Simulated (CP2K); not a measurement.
Two runs for the O K edge of formylacetonitrile. Run A: CP2K XAS_TDP, all-electron GAPW, PBEh(45%), aug-cc-pVDZ, TDA, no relativity. Run B differs in one setting.

First lines with a strength over 0.0015. A:

```
            atom  energy (eV)  states  strength, one atom
O5 (bonded to C)       526.38       1              0.0476
                       532.87       1              0.0046
                       533.22       1              0.0026
                       534.56       1              0.0038
                       534.96       1              0.0017
```

B:

| atom | energy (eV) | states | strength, one atom |
| --- | --- | --- | --- |
| O5 (bonded to C) | 531.47 | 1 | 0.0471 |
|  | 537.96 | 1 | 0.0046 |
|  | 538.31 | 1 | 0.0026 |
|  | 539.65 | 1 | 0.0038 |
|  | 540.05 | 1 | 0.0017 |

Q: Which was it: GW2X switched on, the functional, the basis, scalar relativity switched on?

GW2X switched on. GW2X shifts an atom's lines together and keeps their spacings. Against PBEh(45%) in aug-cc-pVDZ, the leading line moves by +5.09 eV, to 531.47 eV.

[Banner, clock and machine lines of the logs are left out without a mark of their own.]

[Logs are printed without paths, hosts, clocks, repeated set-up lines and the standing remarks that a program may print on its own settings, such as how far it seeks lower states.]

[Hosts, paths, dates, database ids (printed as entryN), source tags and the programs' standing remarks are cut or masked in the printed files.]
